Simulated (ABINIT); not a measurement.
## Beyond one shot: ZrSe3 (P2_1/m)

Wanted: G0W0 and self-consistent gaps of ZrSe3 (P2_1/m), with the cost of the cycles.

Program: ABINIT 10.8.3. Level of theory: LDA and many-body steps on it, plane waves. Results are calculated unless marked as measured.

Report form: the programs' logs are mostly left out.

## 1. The structure

Symmetry: P2_1/m, No. 11, monoclinic system. The conventional cell has a = 5.411 Å, b = 3.749 Å, c = 9.444 Å, α = 90.00°, β = 97.48°, γ = 90.00°. Nearest to Zr lie 8 Se at 2.72 to 2.87 Å. Nearest to Se lie 4 Zr at 2.72 to 2.87 Å. Nearest to Se lie 1 Se at 2.34 Å and 2 Zr at 2.73 Å. Se has 1 Se at 2.34 Å and 2 Zr at 2.74 Å nearest. Farther neighbours and most contacts between anions are not listed.

The cell and positions come from the Crystallography Open Database and are kept as given unless a step says otherwise.

## 2. Empty states on the mesh, 2×4×1 mesh, 229 bands

This step: ABINIT 10.8.3; DFT, LDA, plane waves, norm-conserving pseudopotentials.

The sums over transitions need many empty states on a uniform mesh; this step solves for them.

run.abi reads:

```
acell 3*1.0 Angstrom
rprim 
  5.410900000000 -0.000000000000 -0.000000000000
  -0.000000000000 3.748800000000 0.000000000000
  -1.229420909100 0.000000000000 9.363634990100
ntypat 2
znucl 40 34
natom 8
typat 1 1 2 2 2 2 2 2
xred 
  0.285000000000 0.250000000000 0.656000000000
  0.715000000000 0.750000000000 0.344000000000
  0.762000000000 0.250000000000 0.554000000000
  0.238000000000 0.750000000000 0.446000000000
  0.456000000000 0.250000000000 0.174000000000
  0.544000000000 0.750000000000 0.826000000000
  0.888000000000 0.250000000000 0.169000000000
  0.112000000000 0.750000000000 0.831000000000
pp_dirpath "pseudos"
pseudos "Zr.upf, Se.upf"
ecut 48
ngkpt 2 4 1
nshiftk 1
shiftk 0 0 0
kptopt 1
chksymbreak 0
iscf -2
irdden 1
istwfk *1
nband 229
nbdbuf 20
tolwfr 1e-09
nstep 60
prtvol 0
indata_prefix "in"
outdata_prefix "out"
tmpdata_prefix "tmp"
```

Command:

```console
OMP_NUM_THREADS=2 mpirun -n 6 abinit run.abi > log
```

Elapsed: 3.9 min, on 6 MPI ranks of Arm Neoverse N1, shared host; peak memory 1.1 GiB.

Numbers from this step:

```yaml
gap: 0.2917 eV
k_of_the_valence_top: 0, 0, 0
k_of_the_conduction_bottom: 0.5, 0, 0
least_direct_gap: 0.5951 eV
k_points_computed: 6
lowest_point_of_the_top_converged_band_above_the_valence_top: 36.09 eV
```

On this mesh the gap is 0.292 eV.

The density comes from a self-consistent run that is not shown.

## 3. Screening, 2×4×1 mesh, 209 bands, screening to 106.1 eV

The RPA dielectric matrix is built and inverted for each q.

This step: RPA screening on LDA, plane waves, norm-conserving pseudopotentials.

Edit run.abi of step 2 so:

```diff
@@ -26,10 +26,11 @@
 chksymbreak 0
-iscf -2
-irdden 1
 istwfk *1
-nband 229
-nbdbuf 20
-tolwfr 1e-09
-nstep 60
-prtvol 0
+occopt 1
+irdwfk 1
+optdriver 3
+nband 209
+ecuteps 3.9
+inclvkb 2
+awtr 1
+symchi 1
 indata_prefix "in"
```

Command:

```console
OMP_NUM_THREADS=1 mpirun -n 16 abinit run.abi > log
```

Run time: 5.2 min. Hardware: 16 MPI ranks; peak memory 20 GiB.

Numbers from this step:

```yaml
eps_infinity_with_local_fields_on_this_mesh_along_the_program_s_q_direction: 17.05
the_same_without_local_fields: 19.74
plasma_frequency: 34.92 eV
plane_waves_in_the_screening_matrix: 481
```

Local fields lower ε∞ by 14 %. On a Γ-centred mesh this coarse the value itself is usually too large, while a short band sum pulls it down.

## 4. G0W0

The self-energy is evaluated for the states that the input lists, and the levels follow from it, in one-shot runs by the linearised quasiparticle equation.

This step: G0W0 on LDA, plane waves, norm-conserving pseudopotentials.

Edit run.abi of step 3 so:

```diff
@@ -29,8 +29,17 @@
 irdwfk 1
-optdriver 3
+optdriver 4
 nband 209
+gwcalctyp 0
+ecutsigx 48
+symsigma 1
+nkptgw 2
+kptgw 
+  0.0000000000 0.0000000000 0.0000000000
+  0.5000000000 0.0000000000 0.0000000000
+bdgw 
+  83 86
+  83 86
 ecuteps 3.9
-inclvkb 2
-awtr 1
-symchi 1
+irdscr 1
+ppmodel 1
 indata_prefix "in"
```

Wall time 29 s (16 MPI ranks); peak memory 7.2 GiB; 7.6 min of CPU time.

Numbers from this step:

```
G0W0 gap on the points computed              : 0.7870 eV
starting gap on the mesh                     : 0.2917 eV
k of the valence top                         : 0, 0, 0
k of the conduction bottom                   : 0.5, 0, 0
Z at the valence top                         : 0.795
Z at the conduction bottom                   : 0.793
least direct G0W0 gap on the computed points : 1.025 eV
```

The gap on the mesh goes from 0.29 eV to 0.79 eV, a correction of +0.50 eV.

## 5. evGW0, cycle 1

This step: evGW0 on LDA, plane waves, norm-conserving pseudopotentials.

Edit run.abi of step 4 so:

```diff
@@ -31,6 +31,6 @@
 nband 209
-gwcalctyp 0
+gwcalctyp 10
 ecutsigx 48
 symsigma 1
-nkptgw 2
+nkptgw 6
 kptgw 
@@ -38,5 +38,13 @@
   0.5000000000 0.0000000000 0.0000000000
+  0.0000000000 0.2500000000 0.0000000000
+  0.5000000000 0.2500000000 0.0000000000
+  0.0000000000 0.5000000000 0.0000000000
+  0.5000000000 0.5000000000 0.0000000000
 bdgw 
-  83 86
-  83 86
+  69 92
+  69 92
+  69 92
+  69 92
+  69 92
+  69 92
 ecuteps 3.9
```

The job ended after 6.2 min (16 MPI ranks; peak memory 24 GiB; 1.6 h of CPU time).

Numbers from this step:

| Item | Value |
| --- | --- |
| quasiparticle gap on the mesh | 0.9190 eV |
| gap of the density functional on the mesh | 0.2917 eV |
| k of the valence top | 0, 0, 0 |
| k of the conduction bottom | 0.5, 0, 0 |
| Z at the valence top | 0.795 |
| Z at the conduction bottom | 0.793 |
| least direct quasiparticle gap on the computed points | 1.125 eV |

Against G0W0 in ABINIT (2×4×1 mesh, 209 bands, screening to 106.1 eV, Godby-Needs plasmon pole), the gap moves by +0.132 eV. This first cycle still uses the starting levels; it takes the full correction, at all points of the mesh, and its linearised value is 0.787 eV.

## 6. evGW0, cycle 2

The corrected levels of the last cycle go back in.

Edit run.abi of step 5 so:

```diff
@@ -52,2 +52,3 @@
 ppmodel 1
+irdqps 1
 indata_prefix "in"
```

Wall time 6.2 min (16 MPI ranks); peak memory 24 GiB; 1.6 h of CPU time.

This step gave:

```yaml
quasiparticle_gap_on_the_mesh: 0.8490 eV
gap_of_the_density_functional_on_the_mesh: 0.2917 eV
k_of_the_valence_top: 0, 0, 0
k_of_the_conduction_bottom: 0.5, 0, 0
least_direct_quasiparticle_gap_on_the_computed_points: 1.110 eV
```

Against the cycle before, the gap moves by −0.070 eV.

## 7. evGW0, cycle 3

run.abi is that of step 6.

Wall time 6.2 min (16 MPI ranks); peak memory 24 GiB; 1.6 h of CPU time.

Numbers from this step:

```yaml
quasiparticle_gap_on_the_mesh: 0.8570 eV
gap_of_the_density_functional_on_the_mesh: 0.2917 eV
k_of_the_valence_top: 0, 0, 0
k_of_the_conduction_bottom: 0.5, 0, 0
least_direct_quasiparticle_gap_on_the_computed_points: 1.106 eV
```

Against the cycle before, the gap moves by +0.008 eV.

## 8. Screening, 2×4×1 mesh, 209 bands, screening to 106.1 eV

This step: RPA screening on LDA, plane waves, norm-conserving pseudopotentials.

Edit run.abi of step 7 so:

```diff
@@ -29,26 +29,13 @@
 irdwfk 1
-optdriver 4
+optdriver 3
 nband 209
+ecuteps 3.9
+inclvkb 2
+awtr 1
+symchi 1
 gwcalctyp 10
-ecutsigx 48
-symsigma 1
-nkptgw 6
-kptgw 
-  0.0000000000 0.0000000000 0.0000000000
-  0.5000000000 0.0000000000 0.0000000000
-  0.0000000000 0.2500000000 0.0000000000
-  0.5000000000 0.2500000000 0.0000000000
-  0.0000000000 0.5000000000 0.0000000000
-  0.5000000000 0.5000000000 0.0000000000
-bdgw 
-  69 92
-  69 92
-  69 92
-  69 92
-  69 92
-  69 92
-ecuteps 3.9
-irdscr 1
-ppmodel 1
-irdqps 1
+mbpt_sciss 0.764 eV
+nqptdm 1
+qptdm 
+  0 0 0
 indata_prefix "in"
```

Wall time 3.1 min (16 MPI ranks); peak memory 20 GiB.

Numbers from this step:

| Property | Result |
| --- | --- |
| ε∞ with local fields, on this mesh, along the program's q direction | 12.77 |
| the same without local fields | 14.65 |
| plasma frequency | 34.92 eV |
| plane waves in the screening matrix | 481 |

This screening uses the functional's bands under a rigid shift, the mean opening of the cycle before.

## 9. Screening, 2×4×1 mesh, 209 bands, screening to 106.1 eV

This step: RPA screening on LDA from quasiparticle energies, plane waves, norm-conserving pseudopotentials.

Edit run.abi of step 8 so:

```diff
@@ -35,7 +35,11 @@
 symchi 1
+irdqps 1
 gwcalctyp 10
-mbpt_sciss 0.764 eV
-nqptdm 1
+nqptdm 5
 qptdm 
-  0 0 0
+  0.5000000000 0.0000000000 0.0000000000
+  0.0000000000 0.2500000000 0.0000000000
+  0.5000000000 0.2500000000 0.0000000000
+  0.0000000000 0.5000000000 0.0000000000
+  0.5000000000 0.5000000000 0.0000000000
 indata_prefix "in"
```

mrgscr.stdin reads:

```
2
merged
q0_SCR
out_SCR
1
```

Command:

```console
OMP_NUM_THREADS=1 mpirun -n 16 abinit run.abi > log; mrgscr < mrgscr.stdin
```

The job ended after 2.2 min (16 MPI ranks; peak memory 17 GiB; 35 min of CPU time).

Numbers from this step:

```
plasma frequency                    : 34.92 eV
plane waves in the screening matrix : 481
```

This screening reads the quasiparticle levels of the cycle before.

## 10. evGW, cycle 1

This step: evGW on LDA, plane waves, norm-conserving pseudopotentials.

Edit run.abi of step 9 so:

```diff
@@ -29,12 +29,10 @@
 irdwfk 1
-optdriver 3
+optdriver 4
 nband 209
-ecuteps 3.9
-inclvkb 2
-awtr 1
-symchi 1
-irdqps 1
 gwcalctyp 10
-nqptdm 5
-qptdm 
+ecutsigx 48
+symsigma 1
+nkptgw 6
+kptgw 
+  0.0000000000 0.0000000000 0.0000000000
   0.5000000000 0.0000000000 0.0000000000
@@ -44,2 +42,13 @@
   0.5000000000 0.5000000000 0.0000000000
+bdgw 
+  69 92
+  69 92
+  69 92
+  69 92
+  69 92
+  69 92
+ecuteps 3.9
+irdscr 1
+ppmodel 1
+irdqps 1
 indata_prefix "in"
```

Command:

```console
OMP_NUM_THREADS=1 mpirun -n 16 abinit run.abi > log
```

The job ended after 6.3 min (16 MPI ranks; peak memory 24 GiB).

This step gave:

| Item | Value |
| --- | --- |
| quasiparticle gap on the mesh | 0.9610 eV |
| gap of the density functional on the mesh | 0.2917 eV |
| k of the valence top | 0, 0, 0 |
| k of the conduction bottom | 0.5, 0, 0 |
| least direct quasiparticle gap on the computed points | 1.229 eV |

Against G0W0 in ABINIT (2×4×1 mesh, 209 bands, screening to 106.1 eV, Godby-Needs plasmon pole), the gap moves by +0.174 eV.

## 11. Screening, 2×4×1 mesh, 209 bands, screening to 106.1 eV

This step: RPA screening on LDA, plane waves, norm-conserving pseudopotentials.

Edit run.abi of step 10 so:

```diff
@@ -29,26 +29,13 @@
 irdwfk 1
-optdriver 4
+optdriver 3
 nband 209
+ecuteps 3.9
+inclvkb 2
+awtr 1
+symchi 1
 gwcalctyp 10
-ecutsigx 48
-symsigma 1
-nkptgw 6
-kptgw 
-  0.0000000000 0.0000000000 0.0000000000
-  0.5000000000 0.0000000000 0.0000000000
-  0.0000000000 0.2500000000 0.0000000000
-  0.5000000000 0.2500000000 0.0000000000
-  0.0000000000 0.5000000000 0.0000000000
-  0.5000000000 0.5000000000 0.0000000000
-bdgw 
-  69 92
-  69 92
-  69 92
-  69 92
-  69 92
-  69 92
-ecuteps 3.9
-irdscr 1
-ppmodel 1
-irdqps 1
+mbpt_sciss 0.889 eV
+nqptdm 1
+qptdm 
+  0 0 0
 indata_prefix "in"
```

The job ended after 3.2 min (16 MPI ranks; peak memory 20 GiB; 51 min of CPU time).

Numbers from this step:

| Property | Result |
| --- | --- |
| ε∞ with local fields, on this mesh, along the program's q direction | 12.33 |
| the same without local fields | 14.13 |
| plasma frequency | 34.92 eV |
| plane waves in the screening matrix | 481 |

This screening uses the functional's bands under a rigid shift, the mean opening of the cycle before.

## 12. Screening, 2×4×1 mesh, 209 bands, screening to 106.1 eV

This step: RPA screening on LDA from quasiparticle energies, plane waves, norm-conserving pseudopotentials.

Edit run.abi of step 11 so:

```diff
@@ -35,7 +35,11 @@
 symchi 1
+irdqps 1
 gwcalctyp 10
-mbpt_sciss 0.889 eV
-nqptdm 1
+nqptdm 5
 qptdm 
-  0 0 0
+  0.5000000000 0.0000000000 0.0000000000
+  0.0000000000 0.2500000000 0.0000000000
+  0.5000000000 0.2500000000 0.0000000000
+  0.0000000000 0.5000000000 0.0000000000
+  0.5000000000 0.5000000000 0.0000000000
 indata_prefix "in"
```

mrgscr.stdin is that of step 9.

Command:

```console
OMP_NUM_THREADS=1 mpirun -n 16 abinit run.abi > log; mrgscr < mrgscr.stdin
```

Wall time 2.4 min (16 MPI ranks); peak memory 17 GiB; 38 min of CPU time.

Numbers from this step:

| Property | Result |
| --- | --- |
| plasma frequency | 34.92 eV |
| plane waves in the screening matrix | 481 |

This screening reads the quasiparticle levels of the cycle before.

## 13. evGW, cycle 2

This step: evGW on LDA, plane waves, norm-conserving pseudopotentials.

Edit run.abi of step 12 so:

```diff
@@ -29,12 +29,10 @@
 irdwfk 1
-optdriver 3
+optdriver 4
 nband 209
-ecuteps 3.9
-inclvkb 2
-awtr 1
-symchi 1
-irdqps 1
 gwcalctyp 10
-nqptdm 5
-qptdm 
+ecutsigx 48
+symsigma 1
+nkptgw 6
+kptgw 
+  0.0000000000 0.0000000000 0.0000000000
   0.5000000000 0.0000000000 0.0000000000
@@ -44,2 +42,13 @@
   0.5000000000 0.5000000000 0.0000000000
+bdgw 
+  69 92
+  69 92
+  69 92
+  69 92
+  69 92
+  69 92
+ecuteps 3.9
+irdscr 1
+ppmodel 1
+irdqps 1
 indata_prefix "in"
```

Command:

```console
OMP_NUM_THREADS=1 mpirun -n 16 abinit run.abi > log
```

The job ended after 6.4 min (16 MPI ranks; peak memory 24 GiB; 1.7 h of CPU time).

Numbers from this step:

```yaml
quasiparticle_gap_on_the_mesh: 0.9650 eV
gap_of_the_density_functional_on_the_mesh: 0.2917 eV
k_of_the_valence_top: 0, 0, 0
k_of_the_conduction_bottom: 0.5, 0, 0
least_direct_quasiparticle_gap_on_the_computed_points: 1.237 eV
```

Against the cycle before, the gap moves by +0.004 eV.

## 14. The runs together

Times are wall times on 16 MPI ranks of Arm Neoverse N1, shared host, good to a factor of about two. A run's time includes the screening step that it read.

| run | mesh | bands | screening cutoff (eV) | DFT gap (eV) | gap on the mesh (eV) | direct (eV) | ε∞ used | time |
| --- | --- | --- | --- | --- | --- | --- | --- | --- |
| G0W0 | 2×4×1 | 209 | 106.1 | 0.292 | 0.787 | 1.025 | 17.05 | 5.6 min |
| evGW0, cycle 1 | 2×4×1 | 209 | 106.1 | 0.292 | 0.919 | 1.125 | 17.05 | 11 min |
| evGW0, cycle 2 | 2×4×1 | 209 | 106.1 | 0.292 | 0.849 | 1.110 | 17.05 | 11 min |
| evGW0, cycle 3 | 2×4×1 | 209 | 106.1 | 0.292 | 0.857 | 1.106 | 17.05 | 11 min |
| evGW, cycle 1 | 2×4×1 | 209 | 106.1 | 0.292 | 0.961 | 1.229 | 12.77 | 12 min |
| evGW, cycle 2 | 2×4×1 | 209 | 106.1 | 0.292 | 0.965 | 1.237 | 12.33 | 12 min |

## 15. What came out

| Quantity | Value |
| --- | --- |
| G0W0 | 0.787 eV |
| evGW0, cycle 1 | 0.919 eV |
| evGW0, cycle 2 | 0.849 eV |
| evGW0, cycle 3 | 0.857 eV |
| evGW, cycle 1 | 0.961 eV |
| evGW, cycle 2 | 0.965 eV |
| known limits | not at the basis limit; no spin-orbit coupling; coarse k mesh |

In words: Only the bands that the input lists are updated; the others, empty or deep, keep the functional's energies or take a rigid shift. The evGW loop starts from the last levels of evGW0, so its cycles and time come on top of those. evGW0 ends at 0.86 eV, +0.07 eV from G0W0, after 3 cycles that took 19 min beside the first screening; the last moved the gap by 0.008 eV. evGW ends at 0.96 eV, +0.18 eV from G0W0, after 2 cycles that took 24 min beside the first screening; the last moved the gap by 0.004 eV. The first cycle of evGW0 takes the full correction, without the factor Z, so it overshoots the one-shot value. Bands and cutoff are finite, so the gap is not at the basis limit. The miss can reach some tenths of an eV and take either sign; the mesh is an error of its own. The 2×4×1 mesh is coarse for this cell, which bears on the long-range parts of exchange and screening. In the updated screening the q = 0 part is built from Kohn-Sham bands under a rigid shift, the other q from the quasiparticle levels. The many-body steps are scalar-relativistic: spin-orbit coupling is not in them.

[Paths, hosts, dates, memory and timing lines, banners, echoed tables and standing remarks are left out of the program output.]

[Logs are printed without paths, hosts, clocks, repeated set-up lines and the standing remarks that a program may print on its own settings, such as how far it seeks lower states.]

[Runs of the session that timed out or met a known fault of the program may be left out.]

[Hosts, paths, dates, database ids (printed as entryN), source tags and the programs' standing remarks are cut or masked in the printed files.]

[G0W0 gaps are taken among the corrected bands and points alone; a level outside them can change the order at an edge.]

[Where Ansatz stands beside ABINIT at settings called matched, ABINIT's density can come from a denser mesh and the files from another edition; pairs whose starting gaps differed by over 0.03 eV were left out, so agreement reads better than it is.]
